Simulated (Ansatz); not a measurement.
# A frame of liquid (K,Li)2CO3 from 900 K (108 atoms): geometry optimisation, part 2 of 4

How does a frame of liquid (K,Li)2CO3 from 900 K (108 atoms) relax, and what do bonds, charges and levels look like afterwards?

Ansatz 0.2.0; Kohn-Sham DFT, PBE, PAW (set soft_2), plane waves.

The cell: 18 C, 54 O, 14 K and 22 Li. The network of bonds at the start is that of the classical potential that made the cell. Only the Γ point is sampled, in a cell whose shortest periodic width is 12 Å.

So far. Step 2 (Single point at the start): The r.m.s. force component of 2.2 eV/Å and the pressure of 5.4 GPa set the starting point.

### Step 3. Relaxation

With the cell held, the atoms are moved downhill towards a nearby minimum.

Contents of input.yaml:

```yaml
crystal:
  lattice:
    - [11.50726, 0.0, 0.0]
    - [0.0, 11.50726, 0.0]
    - [0.0, 0.0, 11.50726]
  atoms:
    [... the 108 atom lines of step 2 ...]
kpoints:
  mp_grid: { grid: [1, 1, 1] }
hamiltonian:
  xc: pbe
scf:
  occupations: { method: fixed }
output:
  forces: true
relax:
  f_tol: 0.03
  max_steps: 200
```

Run with:

```bash
> ansatz run input.yaml --threads 4 --pin off --max-ram 8192MiB --backend cpu --events-out ev --progress --plain --runs-dir out
```

Numbers of over 12 decimals in the logs are rounded to 6 here.

Output:

```text
[...]
Crystal: 108 atoms, lattice volume = 1523.757 Å³
Basis set: ecut = 420 eV, 29711 PW (Γ), exchange–correlation on 160×160×160 points (8 copies of the dense FFT grid, shifted against one another)
Bands: 402, of which v1, the nominal top of the filled ones, is band 294 counted from 1 (293 counted from 0)
Symmetry: 1 space group operations
[...]
k-points: 1
[...]
SCF iter   1: F=—  HF=-61231.044704 eV  |F-HF|=—  |Δ(HF+E_count)|=         —  Δρ=2.89e-3  dr2=2.12e-1  ethr=1.77e-3  ⟨swp⟩=5.0  Hψ=1262  notcnv=0  defer=103
[...]
SCF iter   3: F=—  HF=-61231.018744 eV  |F-HF|=—  |Δ(HF+E_count)|=   2.70e-3  Δρ=7.63e-4  dr2=1.64e-2  ethr=8.46e-6  ⟨swp⟩=3.0  Hψ=555  notcnv=0  defer=88
automatic band count: iteration 3 solves 384 bands in place of 402: the levels show a gap, and the empty bands left out lie too high to hold charge; the band table lists the bands solved (type scf.n_extra_bands for more)
SCF iter   4: F=—  HF=-61231.017442 eV  |F-HF|=—  |Δ(HF+E_count)|=   1.30e-3  Δρ=3.20e-4  dr2=2.28e-3  ethr=2.79e-6  ⟨swp⟩=2.0  Hψ=612  notcnv=0  defer=88
[...]
SCF iter   7: F=-61231.017396 eV  HF=-61231.017397 eV  |F-HF|=1.51e-6  |Δ(HF+E_count)|=   2.95e-5  Δρ=2.44e-5  dr2=8.54e-6  ethr=3.83e-9  ⟨swp⟩=4.0  Hψ=1112  notcnv=0
SCF 1 converged in 7 iterations: F = -61231.017396 eV  dr2 = 8.54e-6
[...]
relax step   1: F+E_penalty+E_count = -61231.01739580 eV  Δ(F+E_penalty+E_count) = +0.000e0 eV  max|allowed force component| = 9.267e0 eV/Å  Δτ_max = 0.0000 Å  (7 SCF iters, dr2 threshold 2.25e-5 eV, accepted)
[... from here on, the SCF cycles and remarks between the steps are left out ...]
relax step   2: F+E_penalty+E_count = -61243.78149512 eV  Δ(F+E_penalty+E_count) = -1.276e1 eV  max|allowed force component| = 2.864e0 eV/Å  Δτ_max = 0.1939 Å  (7 SCF iters, dr2 threshold 1.00e-4 eV, accepted)
relax step   3: F+E_penalty+E_count = -61246.33135004 eV  Δ(F+E_penalty+E_count) = -2.550e0 eV  max|allowed force component| = 1.916e0 eV/Å  Δτ_max = 0.1962 Å  (7 SCF iters, dr2 threshold 1.00e-4 eV, accepted)
relax step   4: F+E_penalty+E_count = -61248.38478248 eV  Δ(F+E_penalty+E_count) = -2.053e0 eV  max|allowed force component| = 1.376e0 eV/Å  Δτ_max = 0.2000 Å  (7 SCF iters, dr2 threshold 1.00e-4 eV, accepted)
relax step   5: F+E_penalty+E_count = -61249.82431117 eV  Δ(F+E_penalty+E_count) = -1.440e0 eV  max|allowed force component| = 1.249e0 eV/Å  Δτ_max = 0.1935 Å  (7 SCF iters, dr2 threshold 1.00e-4 eV, accepted)
relax step   6: F+E_penalty+E_count = -61250.43488949 eV  Δ(F+E_penalty+E_count) = -6.106e-1 eV  max|allowed force component| = 1.118e0 eV/Å  Δτ_max = 0.2000 Å  (7 SCF iters, dr2 threshold 1.00e-4 eV, accepted)
relax step   7: F+E_penalty+E_count = -61250.93813939 eV  Δ(F+E_penalty+E_count) = -5.032e-1 eV  max|allowed force component| = 1.037e0 eV/Å  Δτ_max = 0.1953 Å  (7 SCF iters, dr2 threshold 1.00e-4 eV, accepted)
relax step   8: F+E_penalty+E_count = -61251.22253284 eV  Δ(F+E_penalty+E_count) = -2.844e-1 eV  max|allowed force component| = 8.130e-1 eV/Å  Δτ_max = 0.2000 Å  (7 SCF iters, dr2 threshold 1.00e-4 eV, accepted)
relax step   9: F+E_penalty+E_count = -61251.49090674 eV  Δ(F+E_penalty+E_count) = -2.684e-1 eV  max|allowed force component| = 2.991e-1 eV/Å  Δτ_max = 0.1924 Å  (7 SCF iters, dr2 threshold 1.00e-4 eV, accepted)
relax step  10: F+E_penalty+E_count = -61251.56417669 eV  Δ(F+E_penalty+E_count) = -7.327e-2 eV  max|allowed force component| = 1.303e0 eV/Å  Δτ_max = 0.1974 Å  (8 SCF iters, dr2 threshold 1.21e-5 eV, accepted)
relax step  11: F+E_penalty+E_count = -61251.86888980 eV  Δ(F+E_penalty+E_count) = -3.047e-1 eV  max|allowed force component| = 2.287e-1 eV/Å  Δτ_max = 0.2000 Å  (7 SCF iters, dr2 threshold 1.00e-4 eV, accepted)
relax step  12: F+E_penalty+E_count = -61252.03053644 eV  Δ(F+E_penalty+E_count) = -1.616e-1 eV  max|allowed force component| = 3.397e-1 eV/Å  Δτ_max = 0.1917 Å  (8 SCF iters, dr2 threshold 3.27e-6 eV, accepted)
relax step  13: F+E_penalty+E_count = -61252.13023833 eV  Δ(F+E_penalty+E_count) = -9.970e-2 eV  max|allowed force component| = 4.603e-1 eV/Å  Δτ_max = 0.1920 Å  (8 SCF iters, dr2 threshold 7.21e-6 eV, accepted)
relax step  14: F+E_penalty+E_count = -61252.25860820 eV  Δ(F+E_penalty+E_count) = -1.284e-1 eV  max|allowed force component| = 3.208e-1 eV/Å  Δτ_max = 0.2000 Å  (6 SCF iters, dr2 threshold 1.00e-4 eV, accepted)
relax step  15: F+E_penalty+E_count = -61252.36598710 eV  Δ(F+E_penalty+E_count) = -1.074e-1 eV  max|allowed force component| = 1.696e-1 eV/Å  Δτ_max = 0.1953 Å  (7 SCF iters, dr2 threshold 5.00e-5 eV, accepted)
relax step  16: F+E_penalty+E_count = -61252.43576300 eV  Δ(F+E_penalty+E_count) = -6.978e-2 eV  max|allowed force component| = 3.342e-1 eV/Å  Δτ_max = 0.1952 Å  (7 SCF iters, dr2 threshold 8.03e-6 eV, accepted)
relax step  17: F+E_penalty+E_count = -61252.50076343 eV  Δ(F+E_penalty+E_count) = -6.500e-2 eV  max|allowed force component| = 5.051e-1 eV/Å  Δτ_max = 0.1953 Å  (7 SCF iters, dr2 threshold 3.12e-5 eV, accepted)
relax step  18: F+E_penalty+E_count = -61252.57842584 eV  Δ(F+E_penalty+E_count) = -7.766e-2 eV  max|allowed force component| = 3.570e-1 eV/Å  Δτ_max = 0.2000 Å  (6 SCF iters, dr2 threshold 1.00e-4 eV, accepted)
relax step  19: F+E_penalty+E_count = -61252.65056299 eV  Δ(F+E_penalty+E_count) = -7.214e-2 eV  max|allowed force component| = 2.422e-1 eV/Å  Δτ_max = 0.1990 Å  (7 SCF iters, dr2 threshold 6.37e-5 eV, accepted)
relax step  20: F+E_penalty+E_count = -61252.71733385 eV  Δ(F+E_penalty+E_count) = -6.677e-2 eV  max|allowed force component| = 2.010e-1 eV/Å  Δτ_max = 0.1227 Å  (7 SCF iters, dr2 threshold 2.70e-5 eV, accepted)
relax step  21: F+E_penalty+E_count = -61252.77934924 eV  Δ(F+E_penalty+E_count) = -6.202e-2 eV  max|allowed force component| = 3.409e-1 eV/Å  Δτ_max = 0.1947 Å  (7 SCF iters, dr2 threshold 1.86e-5 eV, accepted)
relax step  22: F+E_penalty+E_count = -61252.82009138 eV  Δ(F+E_penalty+E_count) = -4.074e-2 eV  max|allowed force component| = 4.960e-1 eV/Å  Δτ_max = 0.0658 Å  (5 SCF iters, dr2 threshold 8.01e-5 eV, accepted)
relax step  23: F+E_penalty+E_count = -61252.87836676 eV  Δ(F+E_penalty+E_count) = -5.828e-2 eV  max|allowed force component| = 6.061e-1 eV/Å  Δτ_max = 0.1116 Å  (7 SCF iters, dr2 threshold 1.00e-4 eV, accepted)
relax step  24: F+E_penalty+E_count = -61252.91513465 eV  Δ(F+E_penalty+E_count) = -3.677e-2 eV  max|allowed force component| = 8.248e-1 eV/Å  Δτ_max = 0.1432 Å  (7 SCF iters, dr2 threshold 1.00e-4 eV, accepted)
[...]
relax step  41: F+E_penalty+E_count = -61253.37339238 eV  Δ(F+E_penalty+E_count) = -7.682e-3 eV  max|allowed force component| = 1.603e-1 eV/Å  Δτ_max = 0.0687 Å  (9 SCF iters, accepted)
[...]
relax step  44: F+E_penalty+E_count = -61253.40576807 eV  Δ(F+E_penalty+E_count) = -7.118e-3 eV  max|allowed force component| = 3.337e-1 eV/Å  Δτ_max = 0.1232 Å  (9 SCF iters, accepted)
[...]
relax step  47: F+E_penalty+E_count = -61253.46172042 eV  Δ(F+E_penalty+E_count) = -2.445e-2 eV  max|allowed force component| = 2.722e-1 eV/Å  Δτ_max = 0.1906 Å  (7 SCF iters, dr2 threshold 5.52e-6 eV, accepted)
relax step  48: F+E_penalty+E_count = -61253.46483238 eV  Δ(F+E_penalty+E_count) = -3.112e-3 eV  max|allowed force component| = 5.278e-1 eV/Å  Δτ_max = 0.1952 Å  (7 SCF iters, dr2 threshold 2.34e-5 eV, accepted)
relax step  49: F+E_penalty+E_count = -61253.54550191 eV  Δ(F+E_penalty+E_count) = -8.067e-2 eV  max|allowed force component| = 2.206e-1 eV/Å  Δτ_max = 0.2000 Å  (7 SCF iters, dr2 threshold 1.00e-4 eV, accepted)
relax step  50: F+E_penalty+E_count = -61253.57961674 eV  Δ(F+E_penalty+E_count) = -3.411e-2 eV  max|allowed force component| = 3.362e-1 eV/Å  Δτ_max = 0.1770 Å  (7 SCF iters, dr2 threshold 8.50e-6 eV, accepted)
relax step  51: F+E_penalty+E_count = -61253.58010480 eV  Δ(F+E_penalty+E_count) = -4.881e-4 eV  max|allowed force component| = 6.211e-1 eV/Å  Δτ_max = 0.1316 Å  (7 SCF iters, dr2 threshold 1.97e-5 eV, accepted)
relax step  52: F+E_penalty+E_count = -61253.66730670 eV  Δ(F+E_penalty+E_count) = -8.720e-2 eV  max|allowed force component| = 1.892e-1 eV/Å  Δτ_max = 0.2000 Å  (6 SCF iters, dr2 threshold 1.00e-4 eV, accepted)
relax step  53: F+E_penalty+E_count = -61253.67860130 eV  Δ(F+E_penalty+E_count) = -1.129e-2 eV  max|allowed force component| = 1.415e-1 eV/Å  Δτ_max = 0.0491 Å  (7 SCF iters, dr2 threshold 3.32e-6 eV, accepted)
relax step  54: F+E_penalty+E_count = -61253.67088425 eV  Δ(F+E_penalty+E_count) = +7.717e-3 eV  max|allowed force component| = 7.158e-2 eV/Å  Δτ_max = 0.2000 Å  (8 SCF iters, dr2 threshold 1.86e-6 eV, rejected (line search))
relax step  55: F+E_penalty+E_count = -61253.68814473 eV  Δ(F+E_penalty+E_count) = -9.543e-3 eV  max|allowed force component| = 8.184e-2 eV/Å  Δτ_max = 0.0752 Å  (9 SCF iters, accepted)
relax step  56: F+E_penalty+E_count = -61253.68806907 eV  Δ(F+E_penalty+E_count) = +7.566e-5 eV  max|allowed force component| = 6.322e-2 eV/Å  Δτ_max = 0.1000 Å  (8 SCF iters, dr2 threshold 2.24e-6 eV, rejected (line search))
relax step  57: F+E_penalty+E_count = -61253.69263370 eV  Δ(F+E_penalty+E_count) = -4.489e-3 eV  max|allowed force component| = 8.862e-2 eV/Å  Δτ_max = 0.0478 Å  (8 SCF iters, accepted)
relax step  58: F+E_penalty+E_count = -61253.69336890 eV  Δ(F+E_penalty+E_count) = -7.352e-4 eV  max|allowed force component| = 1.348e-1 eV/Å  Δτ_max = 0.0492 Å  (7 SCF iters, dr2 threshold 2.63e-6 eV, accepted)
relax step  59: F+E_penalty+E_count = -61253.69005660 eV  Δ(F+E_penalty+E_count) = +3.312e-3 eV  max|allowed force component| = 5.569e-2 eV/Å  Δτ_max = 0.0750 Å  (6 SCF iters, dr2 threshold 1.82e-5 eV, rejected (line search))
relax step  60: F+E_penalty+E_count = -61253.69559881 eV  Δ(F+E_penalty+E_count) = -2.230e-3 eV  max|allowed force component| = 2.749e-2 eV/Å  Δτ_max = 0.0375 Å  (8 SCF iters, accepted)
SCF converged after 8 iterations
Free energy (F): -61253.695599 eV
[...]
Internal energy: -61253.695599 eV  (E = F + TS)
E sigma→0 (E₀):  -61253.695599 eV
Fermi energy:    2.386287 eV
[...]
--- Forces (eV/Å), atoms counted from 1 ---
  atom   1  C      0.01289847    -0.00100234     0.00603425
  atom   2  O     -0.00642189     0.00070177    -0.00161843
  atom   3  O     -0.00742330     0.00278157    -0.00138410
  atom   4  O     -0.00743271     0.00327658     0.00007152
  atom   5  C      0.00205855    -0.00548751     0.00552554
  atom   6  O     -0.00122169     0.00275263    -0.00249552
  atom   7  O     -0.00096767     0.00328384     0.00087953
  atom   8  O      0.00086699     0.00495844     0.00042755
  atom   9  C      0.01398747     0.00349159    -0.00910585
  atom  10  O     -0.01091714     0.00068729     0.00169489
  atom  11  O     -0.00256124    -0.00354235     0.00761670
  atom  12  O     -0.00500000    -0.00159032     0.00108938
  atom  13  C      0.00708792     0.00150185    -0.00041611
  atom  14  O     -0.00320329     0.00168283    -0.00246089
[...]
atom 107  Li     0.00012646     0.00696543     0.00489531
  atom 108  Li     0.00238407    -0.00270447     0.00252966
  max |Σ_I F_I| component: 6.27e-5 eV/Å
--- Relaxed structure (60 steps of the walk, 57 accepted, 0 SCFs on fresh bases) ---
  F+E_penalty+E_count = -61253.69559881 eV   max|allowed force component| = 2.749e-2 eV/Å
  atoms:
    - { symbol: C, position: [0.532679, 0.844809, 0.636763] }
    - { symbol: O, position: [0.631448, 0.823464, 0.689116] }
    - { symbol: O, position: [0.532006, 0.924513, 0.556704] }
    - { symbol: O, position: [0.440204, 0.786119, 0.661838] }
[...]
- { symbol: Li, position: [0.303169, 0.897842, 0.663083] }
```

Run time: 4.9 min. Hardware: 4 threads of Intel Xeon 6975P-C (Granite Rapids), shared host; peak memory 1.9 GiB.

Relaxation path (22 of 60):

| step | energy less that of the first step (eV) | largest force component (eV/Å) |
| --- | --- | --- |
| 1 | 0.0000 | 9.2668 |
| 4 | -17.3674 | 1.3757 |
| 7 | -19.9207 | 1.0369 |
| 9 | -20.4735 | 0.2991 |
| 12 | -21.0131 | 0.3397 |
| 15 | -21.3486 | 0.1696 |
| 18 | -21.5610 | 0.3570 |
| 21 | -21.7620 | 0.3409 |
| 23 | -21.8610 | 0.6061 |
| 26 | -22.1078 | 0.2662 |
| 29 | -22.1743 | 0.1547 |
| 32 | -22.2341 | 0.2051 |
| 35 | -22.2870 | 0.3779 |
| 38 | -22.3169 | 0.1522 |
| 40 | -22.3483 | 0.0721 |
| 43 | -22.3813 | 0.0639 |
| 46 | -22.4199 | 0.1321 |
| 49 | -22.5281 | 0.2206 |
| 52 | -22.6499 | 0.1892 |
| 54 | -22.6535 | 0.0716 |
| 57 | -22.6752 | 0.0886 |
| 60 | -22.6782 | 0.0275 |

Relaxation steps 54, 56, 59 were tried and not accepted.

The atoms that moved most (Å):

| atom | dx | dy | dz | length |
| --- | --- | --- | --- | --- |
| K81 | -1.968 | -0.739 | 1.650 | 2.672 |
| O58 | -0.900 | -0.600 | 1.686 | 2.003 |
| O6 | -0.324 | -0.308 | -1.840 | 1.894 |
| O71 | 1.839 | 0.193 | -0.108 | 1.852 |
| K74 | -0.759 | 0.545 | -1.590 | 1.844 |
| O30 | 1.006 | 0.299 | 1.105 | 1.524 |
| O36 | 1.185 | -0.761 | 0.494 | 1.493 |
| O31 | -0.343 | 0.772 | 1.212 | 1.477 |

The relaxation changed the energy by -210 meV/atom, and atoms moved by 0.92 Å r.m.s., 2.7 Å at most.

### Step 4. Distances and neighbours after relaxation

Bonds before and after, by the cutoffs listed below:

| pair | bonds before | bonds after | mean before (Å) | mean after (Å) | spread before (Å) | spread after (Å) |
| --- | --- | --- | --- | --- | --- | --- |
| O-Li | 99 | 92 | 2.167 | 2.018 | 0.201 | 0.127 |
| O-C | 54 | 54 | 1.274 | 1.299 | 0.044 | 0.012 |
| O-K | 96 | 92 | 2.949 | 2.899 | 0.274 | 0.202 |

Density 1.94 g/cm³, 14.11 Å³ an atom.

g(r), total and by pair (bins of 0.2 Å):

| r (Å) | total | O-O | O-Li | O-C | O-K | Li-Li | Li-C |
| --- | --- | --- | --- | --- | --- | --- | --- |
| 1.20 | 1.73 | 0.00 | 0.00 | 10.35 | 0.00 | 0.00 | 0.00 |
| 1.40 | 1.60 | 0.00 | 0.00 | 9.60 | 0.00 | 0.00 | 0.00 |
| 1.60 | 0.00 | 0.00 | 0.00 | 0.00 | 0.00 | 0.00 | 0.00 |
| 1.80 | 0.24 | 0.00 | 1.17 | 0.00 | 0.00 | 0.00 | 0.00 |
| 2.00 | 1.85 | 0.00 | 9.04 | 0.00 | 0.00 | 0.00 | 0.00 |
| 2.20 | 1.39 | 4.43 | 0.97 | 0.00 | 0.00 | 0.00 | 1.20 |
| 2.40 | 0.25 | 0.00 | 0.35 | 0.00 | 0.00 | 0.41 | 2.35 |
| 2.60 | 0.33 | 0.00 | 0.22 | 0.00 | 1.36 | 0.00 | 1.62 |
| 2.80 | 1.09 | 0.26 | 0.07 | 0.00 | 4.35 | 3.87 | 4.31 |
| 3.00 | 0.92 | 0.55 | 0.68 | 0.00 | 1.81 | 1.07 | 4.44 |
| 3.20 | 1.25 | 1.98 | 0.65 | 0.49 | 1.10 | 1.98 | 1.23 |
| 3.40 | 1.12 | 1.53 | 1.01 | 0.54 | 0.35 | 1.07 | 0.27 |
| 3.60 | 1.10 | 1.06 | 0.95 | 1.58 | 0.75 | 0.76 | 0.00 |
| 3.80 | 1.04 | 0.63 | 1.60 | 1.46 | 1.00 | 0.36 | 0.21 |
| 4.00 | 1.03 | 0.73 | 1.56 | 1.07 | 1.05 | 0.77 | 0.20 |
| 4.20 | 1.03 | 0.70 | 1.02 | 1.81 | 1.13 | 0.85 | 0.27 |
| 4.40 | 1.04 | 0.95 | 0.66 | 1.42 | 1.36 | 0.78 | 0.63 |
| 4.60 | 1.00 | 1.02 | 1.03 | 1.16 | 1.07 | 0.70 | 0.51 |
| 4.80 | 0.98 | 1.21 | 0.67 | 1.03 | 0.73 | 1.42 | 1.32 |
| 5.00 | 0.93 | 1.05 | 0.83 | 0.92 | 0.77 | 1.01 | 0.85 |
| 5.20 | 1.03 | 1.48 | 0.72 | 0.90 | 0.98 | 1.48 | 0.90 |
| 5.40 | 0.90 | 1.16 | 0.68 | 0.79 | 0.83 | 1.12 | 1.30 |
| 5.60 | 0.98 | 0.93 | 1.04 | 1.01 | 0.89 | 0.89 | 1.16 |

Bonds by pair of elements; cutoffs follow the first minimum of g(r), held within bounds set by covalent radii, and pairs that aren't listed don't count as bonded:

| pair A-B | cutoff (Å) | bonds | mean length (Å) | spread (Å) | shortest (Å) | B about A | A about B |
| --- | --- | --- | --- | --- | --- | --- | --- |
| O-Li | 2.58 | 92 | 2.02 | 0.127 | 1.85 | 1.70 | 4.18 |
| O-C | 1.73 | 54 | 1.30 | 0.012 | 1.27 | 1 | 3 |
| O-K | 3.43 | 92 | 2.90 | 0.202 | 2.57 | 1.70 | 6.57 |

How many atoms have how many bonded neighbours:

| element | mean | 3 | 4 | 5 | 6 | 7 | 8 | 9 |
| --- | --- | --- | --- | --- | --- | --- | --- | --- |
| C | 3 | 18 | 0 | 0 | 0 | 0 | 0 | 0 |
| K | 6.57 | 0 | 0 | 4 | 2 | 5 | 2 | 1 |
| Li | 4.18 | 1 | 16 | 5 | 0 | 0 | 0 | 0 |
| O | 4.41 | 0 | 34 | 18 | 2 | 0 | 0 | 0 |

Bond angles (no mean is given where the spread exceeds 20°):

| angle | count | mean (°) | spread (°) |
| --- | --- | --- | --- |
| O-Li-O | 149 | - | - |
| K-O-Li | 129 | - | - |
| C-O-K | 92 | - | - |
| C-O-Li | 92 | - | - |

Bond length by coordination (bonds to H left out):

| element | coordination | atoms | mean bond length (Å) |
| --- | --- | --- | --- |
| K | 5 | 4 | 2.79 |
| K | 6 | 2 | 2.84 |
| K | 7 | 5 | 2.93 |
| K | 8 | 2 | 2.97 |
| K | 9 | 1 | 2.96 |
| Li | 3 | 1 | 1.91 |
| Li | 4 | 16 | 1.99 |
| Li | 5 | 5 | 2.10 |
| O | 4 | 34 | 2.11 |
| O | 5 | 18 | 2.29 |
| O | 6 | 2 | 2.46 |

By these cutoffs all C atoms have 3, 36 % of K atoms have 7, 73 % of Li atoms have 4 and 63 % of O atoms have 4 bonded neighbours.

(Part 2 of 4 ends here.)

[Logs are printed without paths, hosts, clocks, repeated set-up lines and the standing remarks that a program may print on its own settings, such as how far it seeks lower states.]

[Hosts, paths, dates, database ids (printed as entryN), source tags and the programs' standing remarks are cut or masked in the printed files.]
